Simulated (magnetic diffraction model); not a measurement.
**Tm3Be3TlGa2 below its ordering temperature**

Space group P-62m (no. 189), a = 6.8300 Å, c = 4.2240 Å.

| site | atom | x | y | z |
| --- | --- | --- | --- | --- |
| 1a | Tl | 0 | 0 | 0 |
| 3f | Tm | 0 | 0.5771 | 0 |
| 2d | Ga | 2/3 | 1/3 | 1/2 |
| 3g | Be | 0 | 0.2449 | 1/2 |

This is a made-up structure (elements placed in a structure type, unrelaxed), so the numbers test the method and describe no known phase.

Only Tm is taken to order (form factors of Tm3+); orders and moment sizes are assumed, and not adapted to the symmetry. Radiation: neutrons of λ = 4.2 Å, 3° to 100°; isotropic B of 0.42 Å² (Tl), 0.41 Å² (Tm), 0.57 Å² (Ga) and 0.91 Å² (Be). The intensities are simulated: I ∝ L Σ (|F_N|² + |F_M⊥|²) for unpolarised neutrons, with F_M = 2.695 fm/μB × Σ f(s) S exp(2πi Q·r) exp(−B s²) at Q = H ± k (one set where k and −k are equivalent), only the part normal to Q counting and L = 1/(sin²θ cos θ). For collinear order S is the moment m, which repeats by lattice and centring translations R with the sign exp(−2πi k·R). Form factors are spin-only for 3d ions and dipole or tabulated for f ions, scattering lengths are Sears's of 1992, and absorption is left out. A label names one of the reflections at its angle. The strongest nuclear line in the range is 100, and lines under 0.2 are left out.

Above the ordering temperature:

```tsv
2θ (°)	index	I
41.59	(1 0 0)	71.2
59.62	(0 0 1)	42.1
75.31	(1 0 1)	17.3
75.89	(1 1 0)	95.6
90.48	(2 0 0)	100.0
```

Below it (cell unchanged):

```tsv
2θ (°)	I
41.59	2394.5
59.62	135.4
75.31	1548.7
75.89	372.0
90.48	338.7
```

**Question.** Find the propagation vector, then choose among these models:
A. collinear moments along [120], 5.3 μB on Tm; signs + at (0, 0.5771, 0), − at (0.4229, 0.4229, 0), − at (0.5771, 0, 0)
B. collinear moments along [120], 5.3 μB on Tm; signs + at (0, 0.5771, 0), + at (0.4229, 0.4229, 0), − at (0.5771, 0, 0)
C. collinear moments along [101], 5.3 μB on Tm; signs + at (0, 0.5771, 0), + at (0.4229, 0.4229, 0), − at (0.5771, 0, 0)
D. collinear moments along [101], 5.3 μB on Tm; signs + at (0, 0.5771, 0), − at (0.4229, 0.4229, 0), − at (0.5771, 0, 0)

No line moves, and magnetic intensity falls on nuclear lines such as the one at 41.59°, so the magnetic cell equals the chemical primitive cell: k = 0.

Magnetic intensity, observed (below minus above) and for each model:

| 2θ (°) | index | observed | A | B | C | D |
| --- | --- | --- | --- | --- | --- | --- |
| 41.59 | (1 0 0) | 2323.3 | 1772.0 | 693.8 | 2323.3 | 1543.4 |
| 59.62 | (0 0 1) | 93.3 | 129.1 | 129.1 | 93.3 | 93.3 |
| 75.31 | (1 0 1) | 1531.5 | 1768.8 | 1508.0 | 1531.5 | 1342.8 |
| 75.89 | (1 1 0) | 276.4 | 229.5 | 523.5 | 276.4 | 489.0 |
| 90.48 | (2 0 0) | 238.7 | 195.6 | 389.3 | 238.7 | 378.8 |

Model C matches.

The structure used: k = (0 0 0), collinear moments along [101], 5.3 μB on Tm; signs + at (0, 0.5771, 0), + at (0.4229, 0.4229, 0), − at (0.5771, 0, 0).

[Logs are printed without paths, hosts, clocks, repeated set-up lines and the standing remarks that a program may print on its own settings, such as how far it seeks lower states.]
